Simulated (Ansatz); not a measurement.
An input for Ansatz 0.2.0 (LiGeN (P6_3mc)):

```yaml
crystal:
  lattice:
    - [3.0124085355, 0.0, 0.0]
    - [-1.5062042677, 2.6088223183, 0.0]
    - [0.0, 0.0, 9.419459]
  atoms:
    - { symbol: Li, position: [0.66666667, 0.33333333, 0.743392] }
    - { symbol: Li, position: [0.33333333, 0.66666667, 0.243392] }
    - { symbol: Ge, position: [0.0, 0.0, 0.498023] }
    - { symbol: Ge, position: [0.0, 0.0, 0.998023] }
    - { symbol: "N", position: [0.33333333, 0.66666667, 0.603223] }
    - { symbol: "N", position: [0.66666667, 0.33333333, 0.103223] }
kpoints:
  mp_grid: { grid: [12, 12, 4] }
hamiltonian:
  xc: pbe
  pseudopotentials: { kind: paw, azcp: { folder: soft_1 } }
scf:
  occupations: { method: fixed }
gw:
  n_empty_bands: 168
  ecut_chi: 100
  qp_bands: [v2, c2]
  qp_kpoints: band_edges
  screening: { model: contour_deformation }
```

```sh
ansatz run input.yaml --threads 2 --pin off --max-ram 92160MiB --backend cuda --events-out ev --progress --plain --runs-dir out --devices 1 --max-vram 13GiB
```

**Question.** How long will it take on 1 × NVIDIA H100 80GB HBM3 (shared by 6 runs) with 2 threads of AMD EPYC 7R13 (Zen 3), shared host, and how much memory?

It took 2.1 min; on shared hardware allow 62 s to 4.1 min. Peak host memory was 1.8 GiB. The sizes that set the cost: 1399 plane waves a state, 57 irreducible k points, 190 bands summed, 177 plane waves in the screening and 8 SCF cycles.

The screening grows as filled bands × empty bands × pairs of k points, times the square of the screening basis for the matrix.

[Paths, hosts, dates, memory and timing lines, banners, echoed tables and standing remarks are left out of the program output.]

[Logs are printed without paths, hosts, clocks, repeated set-up lines and the standing remarks that a program may print on its own settings, such as how far it seeks lower states.]

[Runs of the session that timed out or met a known fault of the program may be left out.]

[Cells called generated may have been cut or substituted from an entry of the Crystallography Open Database or the Materials Project.]

[Hosts, paths, dates, database ids (printed as entryN), source tags and the programs' standing remarks are cut or masked in the printed files.]
